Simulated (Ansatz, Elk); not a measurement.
# Bonding as seen by X-rays: Zn3Mo

Structure refinements treat a crystal as free atoms side by side. For a made-up structure of Zn3Mo (cell and positions from a r2SCAN relaxation) the runs below show what the calculated density changes in F(hkl).

Main program and level: Elk 11.2.3 (patched build); DFT, PBE, all-electron APW+lo, Dirac cores, scalar-relativistic bands, static density, no spin.

The structure was built from a prototype and need not be the compound's stable phase.

### Step 1. The structure

Symmetry: P6_3/mmc, No. 194, hexagonal system. The conventional cell has a = 5.368 Å, b = 5.368 Å, c = 4.534 Å, α = 90.00°, β = 90.00°, γ = 120.00°. Nearest to Mo lie 12 Zn at 2.68 to 2.74 Å. Nearest to Zn lie 8 Zn at 2.67 to 2.75 Å and 4 Mo at 2.68 to 2.74 Å. Farther neighbours are not listed.

### Step 2. Ground state and structure factors

An all-electron density is needed, since X-rays see the cores too. Task 0 finds the density and task 195 Fourier-transforms it; tshift is off so that phases refer to the origin typed.

elk.in

```
tasks
  0
  195

xctype
  20

spinpol
  .false.

rgkmax
  7.0

gmaxvr
  14.0

lmaxo
  7

lmaxapw
  8

swidth
  0.002

tshift
  .false.

ramdisk
  .false.

hmaxvr
  5.5

maxscl
  120

epspot
  1e-06

sppath
  './'

avec
  10.14315001516 0.00000000000 -0.00000000000
  -5.07157500758 8.78422558752 -0.00000000000
  -0.00000000000 -0.00000000000 8.56806665718

atoms
  2
  'Mo.in'
  2
  0.6666666667 0.3333333333 0.2500000000   0.000000 0.000000 0.000000
  0.3333333333 0.6666666667 0.7500000000   0.000000 0.000000 0.000000
  'Zn.in'
  6
  0.3346152223 0.1673076112 0.7500000000   0.000000 0.000000 0.000000
  0.8326923888 0.1673076112 0.7500000000   0.000000 0.000000 0.000000
  0.8326923888 0.6653847777 0.7500000000   0.000000 0.000000 0.000000
  0.6653847777 0.8326923888 0.2500000000   0.000000 0.000000 0.000000
  0.1673076112 0.8326923888 0.2500000000   0.000000 0.000000 0.000000
  0.1673076112 0.3346152223 0.2500000000   0.000000 0.000000 0.000000

ngridk
  5 5 5
```

On the command line:

```bash
> OMP_NUM_THREADS=4 elk
```

Numbers of over 12 decimals in the logs are rounded to 6 here.

Output:

```text
┌─────────────────────────┐
│ Elk code version 11.2.3 │
└─────────────────────────┘

All units are atomic (Hartree, Bohr, etc.)

┌─────────────────────────────────────────────────┐
│ Ground-state run starting from atomic densities │
└─────────────────────────────────────────────────┘

Lattice vectors :
   10.14315002       0.000000000      -0.000000000
  -5.071575008       8.784225588      -0.000000000
  -0.000000000      -0.000000000       8.568066657

Reciprocal lattice vectors :
  0.6194510875      0.3576402521       0.000000000
   0.000000000      0.7152805042       0.000000000
   0.000000000       0.000000000      0.7333259134

Unit cell volume      :    763.4123221
Brillouin zone volume :   0.3249229889

Muffin-tin inner radius fraction :   0.1000000000E-01

Nuclei treated as point charges

Species : 1 (Mo)
 parameters loaded from : Mo.in
 name : molybdenum
 nuclear charge    :   -42.00000000
 electronic charge :    42.00000000
 atomic mass :    174887.9214
 muffin-tin radius :    2.600000000
 number of radial points in muffin-tin :   1193
 inner part over the whole radius :   0.9897744308E-02
 number on inner part of muffin-tin    :    848
 approximate nuclear radius :   0.8334154960E-04
 number of mesh points to nuclear radius :    419
 atomic positions (lattice), magnetic fields (Cartesian) :
  1 :  -0.33333333  0.33333333  0.25000000    0.00000000  0.00000000  0.00000000
  2 :   0.33333333 -0.33333333 -0.25000000    0.00000000  0.00000000  0.00000000

Species : 2 (Zn)
 parameters loaded from : Zn.in
 name : zinc
 nuclear charge    :   -30.00000000
 electronic charge :    30.00000000
 atomic mass :    119233.3130
 muffin-tin radius :    2.400000000
 number of radial points in muffin-tin :    993
 inner part over the whole radius :   0.9843840322E-02
 number on inner part of muffin-tin    :    701
 approximate nuclear radius :   0.7484757725E-04
 number of mesh points to nuclear radius :    337
 atomic positions (lattice), magnetic fields (Cartesian) :
  1 :   0.33461522  0.16730761 -0.25000000    0.00000000  0.00000000  0.00000000
  2 :  -0.16730761  0.16730761 -0.25000000    0.00000000  0.00000000  0.00000000
  3 :  -0.16730761 -0.33461522 -0.25000000    0.00000000  0.00000000  0.00000000
  4 :  -0.33461522 -0.16730761  0.25000000    0.00000000  0.00000000  0.00000000
  5 :   0.16730761 -0.16730761  0.25000000    0.00000000  0.00000000  0.00000000
  6 :   0.16730761  0.33461522  0.25000000    0.00000000  0.00000000  0.00000000

Total number of atoms per unit cell :    8
Total muffin-tin volume :    494.6793680
 ratio of muffin-tin to unit cell volume :   0.6479845212

Spin treatment :
 spin-unpolarised

Number of Bravais lattice symmetries :   24
Number of crystal symmetries         :   24
Crystal has inversion symmetry
Real symmetric eigensolver will be used

k-point grid :      5     5     5
k-point offset :    0.000000000       0.000000000       0.000000000
k-point set is reduced with full crystal symmetry group
Total number of k-points :       15

Muffin-tin radius times maximum |G+k| :    7.000000000
 using average radius
Maximum |G+k| for APW functions       :    2.857142857
Maximum (1/2)|G+k|²                   :    4.081632653
Maximum |G| for potential and density :    14.00000000
Constant for pseudocharge density :    9
 order of it for each species :   16  16
 order of it for pair densities of each species (exact exchange by exxq0 0: 17) :   11   9
Radial integration step length :    1

G-vector grid sizes :     48    48    40
Number of G-vectors :    35403

Maximum angular momentum used for
 APW functions            :    8
 outer part of muffin-tin :    7
 inner part of muffin-tin :    2

Total nuclear charge    :   -264.0000000
Total core charge       :    128.0000000
Total valence charge    :    136.0000000
Total excess charge     :    0.000000000
Total electronic charge :    264.0000000

Effective Wigner radius, rₛ :   0.8838031459

Number of empty states         :     32
Total number of valence states :    101
[...]
Hartree                     :      5374.5729612578
 Madelung                    :     -22810.217064533
 xc potential                :     -865.94078725407
 exchange                    :     -663.02681310355
 correlation                 :     -13.164505128695
 electron entropic           :    -0.64651507836115E-03
 total energy                :     -18877.242876038

Density of states at Fermi energy :    46.00409069
 (states/Hartree/unit cell)

Estimated indirect band gap :   0.5436046802E-02
 from k-point 2 to k-point 11
Estimated direct band gap   :   0.8199769420E-02
 at k-point 2

Charges :
 core                        :    128.0000000
 valence                     :    136.0000000
 interstitial                :    8.931104926
 muffin-tins (core leakage)
  species : 1 (Mo)
[...]
species : 2 (Zn)
[...]
total in muffin-tins        :    255.0688951
 total calculated charge     :    263.9983744
 total charge                :    264.0000000
 error                       :   0.1625615958E-02

RMS change in Kohn-Sham potential (target) :   0.1581260303     (  0.1000000000E-05)
Absolute change in total energy (target)   :   0.3232374621     (  0.1000000000E-03)

[... loops 3 to 14 left out ...]

┌──────────────────┐
│ Loop number : 15 │
└──────────────────┘

Energies :
 Fermi                       :     0.307023
 sum of occupied eigenvalues :     -10975.884311387
 electron kinetic            :      19371.300994173
 core electron kinetic       :      17898.194684981
 Coulomb                     :     -37569.119855466
 Coulomb potential           :     -29464.922647002
 nuclear-nuclear             :     -2785.1274953116
 electron-nuclear            :     -40192.631880774
 Hartree                     :      5408.6395206198
 Madelung                    :     -22836.658531965
 xc potential                :     -882.26265855777
 exchange                    :     -664.81263494614
 correlation                 :     -13.169409912653
 electron entropic           :    -0.59151315366248E-03
 total energy                :     -18875.801497665

Density of states at Fermi energy :    40.35641573
 (states/Hartree/unit cell)

Estimated indirect band gap :   0.3176823228E-02
 from k-point 11 to k-point 12
Estimated direct band gap   :   0.1001251971E-01
 at k-point 2

Charges :
 core                        :    128.0000000
 valence                     :    136.0000000
 interstitial                :    8.313932574
 muffin-tins (core leakage)
  species : 1 (Mo)
[...]
species : 2 (Zn)
[...]
total in muffin-tins        :    255.6860674
 total calculated charge     :    263.9984181
 total charge                :    264.0000000
 error                       :   0.1581866059E-02

RMS change in Kohn-Sham potential (target) :   0.2669495045E-06 (  0.1000000000E-05)
Absolute change in total energy (target)   :   0.9528256851E-04 (  0.1000000000E-03)

Convergence targets achieved

┌──────────────────┐
│ Loop number : 16 │
└──────────────────┘

Energies :
 Fermi                       :     0.307023
 sum of occupied eigenvalues :     -10975.884316193
 electron kinetic            :      19371.300988917
 core electron kinetic       :      17898.194681529
 Coulomb                     :     -37569.119852193
 Coulomb potential           :     -29464.922644968
 nuclear-nuclear             :     -2785.1274953116
 electron-nuclear            :     -40192.631878999
 Hartree                     :      5408.6395221172
 Madelung                    :     -22836.658529709
 xc potential                :     -882.26266014232
 exchange                    :     -664.81263475838
 correlation                 :     -13.169409878292
 electron entropic           :    -0.59151356037338E-03
 total energy                :     -18875.801499426

Density of states at Fermi energy :    40.35643635
 (states/Hartree/unit cell)

Estimated indirect band gap :   0.3176822819E-02
 from k-point 11 to k-point 12
Estimated direct band gap   :   0.1001251131E-01
 at k-point 2

Charges :
 core                        :    128.0000000
 valence                     :    136.0000000
 interstitial                :    8.313931838
 muffin-tins (core leakage)
  species : 1 (Mo)
[...]
species : 2 (Zn)
[...]
atom 4                    :    29.11247556     (  0.8171718799E-04)
   atom 5                    :    29.11247556     (  0.8171718799E-04)
   atom 6                    :    29.11247556     (  0.8171718799E-04)
 total in muffin-tins        :    255.6860682
 total calculated charge     :    263.9984181
 total charge                :    264.0000000
 error                       :   0.1581866282E-02

┌──────────────────────────────┐
│ Self-consistent loop stopped │
└──────────────────────────────┘

Wrote STATE.OUT
```

Run time: 52 s. Hardware: 4 threads of Arm Neoverse V1, shared host; peak memory 0.41 GiB; 2.4 min of CPU time.

SFACRHO.OUT:

```text

h k l indices transformed by vhmat matrix:
   1.000000000       0.000000000       0.000000000    
   0.000000000       1.000000000       0.000000000    
   0.000000000       0.000000000       1.000000000    

      h      k      l  multipl.   |H|            Re(F)            Im(F)           |F|

      0      0      0      1   0.0000000       264.00000      0.28151994E-16   264.00000    
      0      1      0      6  0.71528050      -11.456735      0.15891711E-13   11.456735    
      0      0      1      2  0.73332591      0.64438556E-13  0.52972371E-14  0.64655921E-13
      1     -1      1      6   1.0243989      -16.322408     -0.29134804E-13   16.322408    
      0      1     -1      6   1.0243989       16.322408     -0.10594474E-13   16.322408    
      1      1      0      6   1.2389022       17.916775      0.10635859E-13   17.916775    
      0     -2      0      6   1.4305610      -102.83110     -0.18540330E-13   102.83110    
      1      1     -1     12   1.4396685     -0.20609563E-13 -0.31783423E-13  0.37880603E-13
      0      0      2      2   1.4666518      -203.86725     -0.26266343E-15   203.86725    
     -2      0      1      6   1.6075670       170.55216     -0.92701649E-14   170.55216    
      2     -2     -1      6   1.6075670      -170.55216     -0.79458557E-14   170.55216    
     -1      1      2      6   1.6317763       8.9335336     -0.18540330E-13   8.9335336    
      0      1      2      6   1.6317763       8.9335336     -0.23837567E-13   8.9335336    
     -3      1      0     12   1.8924543      -6.7872340      0.90053031E-13   6.7872340    
      2     -1     -2     12   1.9198818      -15.776153     -0.43985571E-13   15.776153    
      3     -2      1     12   2.0295690      -14.172736     -0.71512701E-13   14.172736    
     -1     -2      1     12   2.0295690       14.172736      0.13243093E-13   14.172736    
      2     -2      2      6   2.0487978       88.861104      0.21188948E-13   88.861104
```

Elk indexes on the primitive cell of elk.in and gives |H| = 4π sin θ/λ in inverse bohr. Below, one row stands for each form hkl of the conventional cell (m members, Friedel mates merged), F is for one primitive cell and the density is static (no thermal factor). Free-atom factors are Waasmaier and Kirfel's, and R is Σm||F|−|F'||/Σm|F|.

```csv
hkl,m,sin θ/λ (Å⁻¹),"abs F, DFT",neutral atoms,diff.
100,6,0.108,11.457,11.367,+0.090
001,2,0.110,0.000,0.000,+0.000
101,12,0.154,16.322,16.361,-0.039
110,6,0.186,17.917,18.249,-0.333
200,6,0.215,102.831,103.598,-0.767
111,12,0.216,0.000,0.000,+0.000
002,2,0.221,203.867,205.488,-1.621
201,12,0.242,170.552,172.207,-1.655
102,12,0.245,8.934,8.894,+0.040
210,12,0.285,6.787,6.641,+0.147
112,12,0.289,15.776,15.578,+0.198
211,24,0.305,14.173,13.899,+0.274
202,12,0.308,88.861,89.408,-0.547
300,6,0.323,15.448,15.011,+0.437
003,2,0.331,0.000,0.000,+0.000
301,12,0.341,1.835,1.868,-0.033
103,12,0.348,12.922,12.436,+0.486
212,24,0.360,6.389,6.260,+0.129
220,6,0.373,160.523,160.752,-0.229
113,12,0.380,0.000,0.000,+0.000
310,12,0.388,7.934,7.717,+0.218
221,12,0.389,0.000,0.000,+0.000
```

### Step 3. The highest occupied states alone

An energy window below the Fermi level keeps the highest occupied states, to see at which angles they scatter; shallow core shells can lie inside it and anion s states outside. No new self-consistency is needed.

elk.in: that of step 2 with these lines changed.

```diff
@@ -1,3 +1,2 @@
 tasks
-  0
   195
@@ -40,2 +39,5 @@
 
+wsfac
+  -0.133970 0.607020
+
 sppath
```

On the command line:

```bash
> OMP_NUM_THREADS=4 elk
```

Output:

```text
┌─────────────────────────────────┐
│ Elk code version 11.2.3 started │
└─────────────────────────────────┘

Info(readinput): the functional depends on the density's gradient
 muffin-tin radial points multiplied by    2.00000
 (not where nrmtscf is given)

┌────────────────────┐
│ Current task : 195 │
└────────────────────┘

Info(sfacrho): density structure factors written to SFACRHO.OUT

 Energy window :  -0.1339700000      0.6070200000

┌──────────────────┐
│ Elk code stopped │
└──────────────────┘
```

Run time: 18 s. Hardware: 4 threads; peak memory 0.2 GiB; 22 s of CPU time.

States within 12 eV below the Fermi level hold 84.00 electrons; any levels below the window count with the cores. Their amplitudes can exceed the total, where window and core parts have opposite phase:

```csv
hkl,sin θ/λ (Å⁻¹),"abs F, window","abs F, all"
100,0.108,6.042,11.457
001,0.110,0.000,0.000
101,0.154,11.323,16.322
110,0.186,12.906,17.917
200,0.215,22.406,102.831
111,0.216,0.000,0.000
002,0.221,43.852,203.867
201,0.242,34.870,170.552
102,0.245,5.560,8.934
210,0.285,5.556,6.787
```

### Step 4. Another functional

The difference from free atoms is small, so it is set against the change that LDA (Perdew-Wang) makes.

elk.in: that of step 3 with these lines changed.

```diff
@@ -1,2 +1,3 @@
 tasks
+  0
   195
@@ -4,3 +5,3 @@
 xctype
-  20
+  3
 
@@ -39,5 +40,2 @@
 
-wsfac
-  -0.133970 0.607020
-
 sppath
```

On the command line:

```bash
> OMP_NUM_THREADS=4 elk
```

Output:

```text
┌─────────────────────────┐
│ Elk code version 11.2.3 │
└─────────────────────────┘

All units are atomic (Hartree, Bohr, etc.)

┌─────────────────────────────────────────────────┐
│ Ground-state run starting from atomic densities │
└─────────────────────────────────────────────────┘

Lattice vectors :
   10.14315002       0.000000000      -0.000000000
  -5.071575008       8.784225588      -0.000000000
  -0.000000000      -0.000000000       8.568066657

Reciprocal lattice vectors :
  0.6194510875      0.3576402521       0.000000000
[...]
valence                     :    136.0000000
 interstitial                :    8.229750249
 muffin-tins (core leakage)
  species : 1 (Mo)
[...]
species : 2 (Zn)
[...]
atom 5                    :    29.12889324     (  0.8189118888E-04)
   atom 6                    :    29.12889324     (  0.8189118888E-04)
 total in muffin-tins        :    255.7702498
 total calculated charge     :    263.9984134
 total charge                :    264.0000000
 error                       :   0.1586553417E-02

┌──────────────────────────────┐
│ Self-consistent loop stopped │
└──────────────────────────────┘

Wrote STATE.OUT
[key lines of the parts left out:]
total energy                :     -18851.472603100
```

Elapsed: 31 s, on 4 threads; peak memory 0.2 GiB.

Against the first run R = 0.06 %; the largest change is -0.125 at 220.

### Step 5. Basis size

The basis and the expansions that go with it are enlarged, to see whether the differences are converged.

elk.in: that of step 4 with these lines changed.

```diff
@@ -5,3 +5,3 @@
 xctype
-  3
+  20
 
@@ -11,12 +11,12 @@
 rgkmax
-  7.0
+  8.5
 
 gmaxvr
-  14.0
+  18.0
 
 lmaxo
-  7
+  9
 
 lmaxapw
-  8
+  10
```

On the command line:

```bash
> OMP_NUM_THREADS=4 elk
```

Output:

```text
┌─────────────────────────┐
│ Elk code version 11.2.3 │
└─────────────────────────┘

All units are atomic (Hartree, Bohr, etc.)

┌─────────────────────────────────────────────────┐
│ Ground-state run starting from atomic densities │
└─────────────────────────────────────────────────┘

Lattice vectors :
   10.14315002       0.000000000      -0.000000000
  -5.071575008       8.784225588      -0.000000000
  -0.000000000      -0.000000000       8.568066657

Reciprocal lattice vectors :
  0.6194510875      0.3576402521       0.000000000
[...]
valence                     :    136.0000000
 interstitial                :    8.259837711
 muffin-tins (core leakage)
  species : 1 (Mo)
[...]
species : 2 (Zn)
[...]
atom 5                    :    29.11875715     (  0.8169171709E-04)
   atom 6                    :    29.11875715     (  0.8169171709E-04)
 total in muffin-tins        :    255.7401623
 total calculated charge     :    263.9994002
 total charge                :    264.0000000
 error                       :   0.5998081137E-03

┌──────────────────────────────┐
│ Self-consistent loop stopped │
└──────────────────────────────┘

Wrote STATE.OUT
[key lines of the parts left out:]
total energy                :     -18875.842368376
```

Run time: 2.1 min. Hardware: 4 threads; peak memory 0.57 GiB.

Against the first run R = 0.01 %; the largest change is -0.024 at 222.

### Step 6. Settings against the effect

```csv
run,R against the first run (%),"R against neutral atoms, low angle (%)",wall time
"PBE, rgkmax 7",0.00,0.92,52 s
LDA (Perdew-Wang),0.06,0.95,31 s
rgkmax 8.5 with larger expansions,0.01,0.92,2.1 min
```

### Step 7. Summary of results

* R against neutral atoms, sin θ/λ < 0.3 Å⁻¹: 0.92 %
* R against neutral atoms, 0.3 to 0.83 Å⁻¹: 0.47 %

**Reading.** Independent neutral atoms miss the calculated amplitudes by R = 0.92 % below 0.3 Å⁻¹ and 0.47 % from there to 0.83 Å⁻¹; by shells, 0.79 % below 0.15 Å⁻¹ (1 form), 0.93 % 0.15 to 0.3 (8 forms), 0.52 % 0.3 to 0.45 (17 forms), 0.46 % above 0.45 (99 forms). Bonding, aspherical density and the tables' own atoms all enter these figures, and the runs don't part them. The largest change of an amplitude is -1.66 electrons, at 201. The window's part falls from 84.0 electrons at the origin to at most 10.86 between 0.45 and 0.83 Å⁻¹, where compact states inside the window still scatter. Below 0.3 Å⁻¹ the changes that finished (LDA (Perdew-Wang) and rgkmax 8.5 with larger expansions) move F by R = 0.03 % at most, against the 0.92 % that separates it from free atoms. The k-mesh has no finished test. These runs have no spin, though d or f shells may be open. Part of the difference isn't bonding: the tables are fits to free atoms and ions calculated by other methods than this functional. Thermal motion, anomalous dispersion and extinction are left out.

[Logs are printed without paths, hosts, clocks, repeated set-up lines and the standing remarks that a program may print on its own settings, such as how far it seeks lower states.]

[Hosts, paths, dates, database ids (printed as entryN), source tags and the programs' standing remarks are cut or masked in the printed files.]
